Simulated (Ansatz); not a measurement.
# KCo2As2 (I4/mmm): phonon-mediated transition temperature

What Tc do the phonons of KCo2As2 (I4/mmm) give, and how does it depend on μ*? The cell shown first is a relaxed one, from steps not shown here.

Calculated with Ansatz 0.2.0; DFT PBEsol, scalar-relativistic, plane waves, PAW.

## 1. The cell after earlier relaxation steps

The structure is tetragonal, space group I4/mmm (No. 139). The conventional cell has a = 3.714 Å, b = 3.714 Å, c = 13.488 Å, α = 90.00°, β = 90.00°, γ = 90.00°. Nearest to K lie 8 As at 3.33 Å and 4 K at 3.71 Å. Co has 4 As at 2.28 Å nearest. Nearest to As lie 4 Co at 2.28 Å and 4 K at 3.33 Å. Farther neighbours are not listed.

## 2. Electron–phonon run: q 4×4×4, k 12×12×12, scattering 16×16×16

The run that gives the couplings also evaluates McMillan's and Allen and Dynes's formulas and, where asked, the Eliashberg equations, over a range of μ*.

Input file input.yaml:

```yaml
crystal:
  lattice:
    - [-1.8568064307, 1.8568064307, 6.7438838371]
    - [1.8568064307, -1.8568064307, 6.7438838371]
    - [1.8568064307, 1.8568064307, -6.7438838371]
  atoms:
    - { symbol: K, position: [0.0, 0.0, 0.0] }
    - { symbol: Co, position: [0.75, 0.25, 0.5] }
    - { symbol: Co, position: [0.25, 0.75, 0.5] }
    - { symbol: As, position: [0.3482999068, 0.3482999068, 0.0] }
    - { symbol: As, position: [0.6517000932, 0.6517000932, 0.0] }
kpoints:
  mp_grid: { grid: [12, 12, 12] }
hamiltonian:
  xc: pbesol
scf:
  occupations: { method: methfessel_paxton, width: 0.2 }
output:
  eigenvalues: true
phonons:
  method: dfpt
  qmesh: [4, 4, 4]
  temperatures: { t_max: 1000, t_step: 50 }
  qpath:
    path:
      - [0.0, 0.0, 0.0]
      - [0.0, 0.0, 0.5]
      - [0.25, 0.25, 0.25]
      - [0.0, 0.5, 0.0]
      - [0.0, 0.0, 0.0]
      - [0.5, 0.5, -0.5]
    npoints: 6
  electrical_resistivity:
    mesh: [16, 16, 16]
    temperatures: [20.0, 50.0, 80.0, 100.0, 150.0, 200.0, 273.0, 300.0, 400.0, 500.0, 600.0, 800.0]
  superconductivity: { mesh: [16, 16, 16] }
```

The run is started by

```console
$ ansatz run input.yaml --threads 16 --pin off --max-ram 61440MiB --backend cuda --events-out ev --progress --plain --runs-dir out
```

Numbers of over 12 decimals in the logs are rounded to 6 here.

The program printed:

```text
Engine: ansatz 0.2.0, aarch64-unknown-linux-gnu
Pseudopotentials: kind: paw
Pseudopotential: K, paw, valence charge 9, recommended cutoff 420 eV (normal), K.paw.azcp
Pseudopotential: Co, paw, valence charge 17, recommended cutoff 420 eV (normal), Co.paw.azcp
Pseudopotential: As, paw, valence charge 15, recommended cutoff 420 eV (normal), As.paw.azcp
Functional definition: PBEsol
  exchange = pbesol_x
  correlation = pbesol_c
[...]
Crystal: 5 atoms, lattice volume = 93.004 Å³
Basis set: ecut = 420 eV, 1811 PW (Γ), exchange–correlation on 100×100×100 points (8 copies of the dense FFT grid, shifted against one another)
Bands: 44, of which v1, the nominal top of the filled ones, is band 37 counted from 1 (36 counted from 0)
Symmetry: 16 space group operations
k-points: 163 of 1728
Non-local potential: K, projectors of the file, l = 0: 3, l = 1: 2, l = 2: 2
Non-local potential: Co, projectors of the file, l = 0: 3, l = 1: 2, l = 2: 3, l = 3: 1
Non-local potential: As, projectors of the file, l = 0: 2, l = 1: 2, l = 2: 3, l = 3: 1
PAW form: soft (Blöchl's): semilocal exchange-correlation on the pseudo side does not see the compensation charge
PAW frozen core: K, regenerated for the run's functional, and the local potential with it (the file was generated under x = pbe(κ = 0.804, μ = 0.219515), c = pbe(β = 0.066725))
PAW frozen core: Co, regenerated for the run's functional, and the local potential with it (the file was generated under x = pbe(κ = 0.804, μ = 0.219515), c = pbe(β = 0.066725))
PAW frozen core: As, regenerated for the run's functional, and the local potential with it (the file was generated under x = pbe(κ = 0.804, μ = 0.219515), c = pbe(β = 0.066725))
PAW one-centre angular grid: K, 110 points (default); XC on 64 Gauss nodes
PAW one-centre angular grid: Co, 590 points (default); XC on 64 Gauss nodes
PAW one-centre angular grid: As, 590 points (default); XC on 64 Gauss nodes
Initial density: superposition of atomic densities (neutral atoms: chi_scale 0, normalization atom), corrected by the library's trained network
Initial wavefunctions: pseudopotential atomic-orbital guess
[...]
Functional: x = pbesol(κ = 0.804, μ = 0.123457), c = pbesol(β = 0.046)
SCF iter   1: F=—  HF=-21330.138913 eV  |F-HF|=—  |Δ(HF+E_count)|=         —  Δρ=1.67e-2  dr2=1.72e-1  ethr=1.77e-3  ⟨swp⟩=7.0  Hψ=26274  notcnv=0
preconditioner: auto → LDOS  [metal: Δε(μ)=0.007 eV  Ē_g=8.818 eV  σ=0.200 eV  W_gap=0.03  n_scr=32 (ndim 8)  ℏωp=22.8 eV  f_vac=0.051  D(μ)=2.02/eV (n_scr^D=12)  β→1.0]
SCF iter   2: F=—  HF=-21330.178771 eV  |F-HF|=—  |Δ(HF+E_count)|=   3.99e-2  S|Δr|=    0.00e0  Δρ=2.73e-2  dr2=3.98e-1  ethr=2.35e-4  ⟨swp⟩=2.0  Hψ=15623  notcnv=0  defer=20  recentre
[...]
SCF iter  10: F=-21330.119572 eV  HF=-21330.119572 eV  |F-HF|=3.64e-12  |Δ(HF+E_count)|=  4.00e-11  S|Δr|=    0.00e0  Δρ=8.11e-8  dr2=4.25e-12  ethr=1.00e-12  ⟨swp⟩=5.6  Hψ=35274  notcnv=0
SCF 1 converged in 10 iterations: F = -21330.119572 eV  dr2 = 4.25e-12
  greatest PAW one-centre occupation: 1.001 electrons in one spin orbital (limit 2), on the Co atom at site 2 (counted from 0), in its partial waves of l = 1
phonons: the bands overlap, so this run is a metal and interpolates without the dipole-dipole term. If the crystal is really an insulator or semiconductor, its LO-TO splitting is missing
[...]
NSCF: frozen V_eff on 163 k-points, pencils in batches of 32, up to order 176
[...]
NSCF: frozen V_eff on 163 k-points
[...]
DFPT response loops at q = (0, 0, 0) (fractional): preconditioner auto → Kerker (q_TF=auto, 2.620 Å⁻¹) (partly filled bands, converged f_vac=0.047); β = 1.00, the filter's whole step (`scf.mixing.beta` (0.50) is not read by the response loops under this deck's `scf.mixing.preconditioner`; to damp them name `kerker` or `kerker_dos`, under which they read `scf.mixing.beta`, and type it under 1.00, their step now; both keys bind the ground state too); Anderson in place of MSR1; while a model of the screening serves, it and β = 1 on shorter waves in the place of filter and β
[...]
NSCF: frozen V_eff on 163 k-points
[...]
DFPT response loops at q = (0, 0, 0.25) (fractional): mixed as the last ones told, above
[...]
SCF 2 converged in 10 iterations: F = -21330.119572 eV  dr2 = 4.20e-12
[...]
SCF converged after 10 iterations
[...]
Hall coefficient in a weak field at 50 K (a third of the trace): -4.321e-10 m³/C (as a tensor it moves by 8.8 % between the two finest meshes); by each state's relaxation time: -4.290e-10 m³/C; by a constant relaxation time: -3.614e-10 m³/C
  mean free path at 80 K (of a tensor a third of its trace): 69.5 nm by what each carries, 60.6 by the Fermi surface alone
  Hall coefficient in a weak field at 80 K (a third of the trace): -4.750e-10 m³/C (as a tensor it moves by 7.0 % between the two finest meshes); by each state's relaxation time: -4.357e-10 m³/C; by a constant relaxation time: -3.630e-10 m³/C
  mean free path at 100 K (of a tensor a third of its trace): 45.2 nm by what each carries, 40.1 by the Fermi surface alone
  Hall coefficient in a weak field at 100 K (a third of the trace): -4.853e-10 m³/C (as a tensor it moves by 7.0 % between the two finest meshes); by each state's relaxation time: -4.378e-10 m³/C; by a constant relaxation time: -3.633e-10 m³/C
  mean free path at 150 K (of a tensor a third of its trace): 23.7 nm by what each carries, 21.5 by the Fermi surface alone
  Hall coefficient in a weak field at 150 K (a third of the trace): -4.894e-10 m³/C (as a tensor it moves by 8.4 % between the two finest meshes); by each state's relaxation time: -4.385e-10 m³/C; by a constant relaxation time: -3.635e-10 m³/C
  mean free path at 200 K (of a tensor a third of its trace): 16.2 nm by what each carries, 14.8 by the Fermi surface alone
  Hall coefficient in a weak field at 200 K (a third of the trace): -4.893e-10 m³/C (as a tensor it moves by 9.2 % between the two finest meshes); by each state's relaxation time: -4.387e-10 m³/C; by a constant relaxation time: -3.633e-10 m³/C
  mean free path at 273 K (of a tensor a third of its trace): 11.3 nm by what each carries, 10.3 by the Fermi surface alone
  Hall coefficient in a weak field at 273 K (a third of the trace): -4.916e-10 m³/C (as a tensor it moves by 9.2 % between the two finest meshes); by each state's relaxation time: -4.407e-10 m³/C; by a constant relaxation time: -3.627e-10 m³/C
  mean free path at 300 K (of a tensor a third of its trace): 10.2 nm by what each carries, 9.24 by the Fermi surface alone
  Hall coefficient in a weak field at 300 K (a third of the trace): -4.931e-10 m³/C (as a tensor it moves by 9.1 % between the two finest meshes); by each state's relaxation time: -4.418e-10 m³/C; by a constant relaxation time: -3.623e-10 m³/C
  mean free path at 400 K (of a tensor a third of its trace): 7.54 nm by what each carries, 6.76 by the Fermi surface alone
  Hall coefficient in a weak field at 400 K (a third of the trace): -5.008e-10 m³/C (as a tensor it moves by 8.7 % between the two finest meshes); by each state's relaxation time: -4.473e-10 m³/C; by a constant relaxation time: -3.604e-10 m³/C
  mean free path at 500 K (of a tensor a third of its trace): 6.05 nm by what each carries, 5.32 by the Fermi surface alone
  Hall coefficient in a weak field at 500 K (a third of the trace): -5.100e-10 m³/C (as a tensor it moves by 8.5 % between the two finest meshes); by each state's relaxation time: -4.539e-10 m³/C; by a constant relaxation time: -3.582e-10 m³/C
  mean free path at 600 K (of a tensor a third of its trace): 5.09 nm by what each carries, 4.38 by the Fermi surface alone
  Hall coefficient in a weak field at 600 K (a third of the trace): -5.195e-10 m³/C (as a tensor it moves by 8.6 % between the two finest meshes); by each state's relaxation time: -4.609e-10 m³/C; by a constant relaxation time: -3.558e-10 m³/C
  mean free path at 800 K (of a tensor a third of its trace): 3.92 nm by what each carries, 3.22 by the Fermi surface alone
  Hall coefficient in a weak field at 800 K (a third of the trace): -5.345e-10 m³/C (as a tensor it moves by 9.4 % between the two finest meshes); by each state's relaxation time: -4.727e-10 m³/C; by a constant relaxation time: -3.502e-10 m³/C
  the resistivity times a path that all electrons share, by the Fermi surface of the deck's mesh alone (a third of the trace): 3.709e-15 Ω·m²
  not converged in the mesh (λ; λ_tr; the resistivity at 20 K by 16.57 %; the resistivity at 50 K by 9.52 %; the resistivity at 80 K by 8.80 %; the resistivity at 100 K by 8.60 %; the resistivity at 150 K by 8.25 %; the resistivity at 200 K by 7.86 %; the resistivity at 273 K by 7.26 %; the resistivity at 300 K by 7.06 %; the resistivity at 400 K by 6.42 %; the resistivity at 500 K by 5.99 %; the resistivity at 600 K [...]
  vibrations of 64 cells: unjudged by the run; compare a larger repeat
  the changes of the potential over all sites missed a rigid shift's by 0.00 % (the site terms' by 0.04 %)
  at the force constants' own smearing the fine mesh and the k-points of their solves give squared frequencies that differ by 2.0 % of the larger at the most, at (-0.5, -0.5, -0.5)
--- Superconductivity: potentials and phonons of a 4×4×4 supercell ---
           mesh         λ    ħω_log (meV)  μ* declared at (meV)
       16×16×16    0.2219          16.356               20.079
          8×8×8    0.2075          16.928               20.363
          4×4×4    0.1647          17.796               20.947
  λ by the species' shares of the modes' patterns: K 0.0429, Co 0.0682, As 0.1107
  with the Fermi level up to 41.3 meV (the hardest mode) off, states and modes as they are: density of states 0.8631 to 1.0328 /eV of one spin and cell, λ 0.2030 to 0.2381
  transition temperature on the deck's mesh (K), isotropic and anisotropic, restricted to the Fermi surface (FSR) and over the full bandwidth (FBW), and the last with the density of states resolved in a narrower window:
        μ*   McMillan   Allen–Dynes      iso. FSR      iso. FBW    aniso. FSR    aniso. FBW  narrow window
      0.08      0.010         0.010    none_found    none_found    none_found    none_found     none_found
      0.10      0.001         0.001    none_found    none_found    none_found    none_found     none_found
      0.12      0.000         0.000    none_found    none_found    none_found    none_found     none_found
      0.13      0.000         0.000    none_found    none_found    none_found    none_found     none_found
      0.14      0.000         0.000    none_found    none_found    none_found    none_found     none_found
      0.16      0.000         0.000    none_found    none_found    none_found    none_found     none_found
      0.20          -             -    none_found    none_found    none_found    none_found     none_found
  none_found: no transition down to 0.1 K
  isotope coefficients −∂ln Tc/∂ln M under μ* = 0.13, the force constants as they are, of the isotropic transitions restricted to the Fermi surface and over the full bandwidth: K - and -, Co - and -, As - and -
  not converged in the mesh (λ): between neighbouring meshes, the two finest first, λ moves by 6.48 % and 20.63 % and the anisotropic transition temperature over the full bandwidth at μ* = 0.13 by nothing (neither mesh has one) and nothing (neither mesh has one); converged means that the two finest part by at most 2.00 % and 5.00 %
  vibrations of 64 cells: unjudged by the run; compare a larger repeat
  the changes of the potential over all sites missed a rigid shift's by 0.00 % (the site terms' by 0.04 %)
  at the force constants' own smearing the fine mesh and the k-points of their solves give squared frequencies that differ by 2.0 % of the larger at the most, at (-0.5, -0.5, -0.5)
```

The job ended after 4.2 min (1 × NVIDIA GB200 with 16 threads of Arm Neoverse V2, shared host; peak memory 18 GiB).

Reading the cycles: dr2 is the Hartree energy of the density residual (eV), the measure of convergence; HF is the Harris–Foulkes estimate of the energy, which meets the free energy F at convergence.

This run has no spin polarisation, although Co can carry a moment.

Numbers from this step:

```yaml
volume_per_atom: 18.60 Å³
metallic_on_mesh: yes
gap_on_the_k_mesh: 0 eV
zero_point_energy: 0.1780 eV/cell
share_of_imaginary_modes_in_the_plain_interpolation_between_solved_wavevectors: 0
highest_frequency_solved_or_plainly_interpolated: 332.4 cm⁻¹
mean_sound_speed: 2.682 km/s
debye_temperature_elastic: 301 K
debye_temperature_second_moment: 391 K
resistivity_at_300_k: 38.7 μΩ cm, mean of the axes
coupling_constant_lambda: 0.2219
density_of_states_at_the_fermi_level: 0.9719 states/eV a spin and cell
log_mean_phonon_energy_omega_log: 16.36 meV
transport_coupling_constant_lambda_tr: 0.219, 0.219, 0.235 (xx, yy, zz)
drude_plasma_energy: 3.664, 3.664, 1.825 eV (xx, yy, zz)
resistivity_times_mean_free_path: 15.96, 15.96, 79.35 × 10⁻¹⁶ Ω m² (xx, yy, zz)
```

An empty cell: under 1 mK by a formula, or no transition down to the floor of the Eliashberg search. Transition temperatures:

```tsv
μ*	McMillan Tc (K)	Allen–Dynes Tc (K)
0.08	0.00958	0.00965
0.1	0.00124	0.00125
0.12	-	-
0.13	-	-
0.14	-	-
0.16	-	-
0.2	-	-
```

[end of part 1 of 2]

[Logs are printed without paths, hosts, clocks, repeated set-up lines and the standing remarks that a program may print on its own settings, such as how far it seeks lower states.]

[Hosts, paths, dates, database ids (printed as entryN), source tags and the programs' standing remarks are cut or masked in the printed files.]
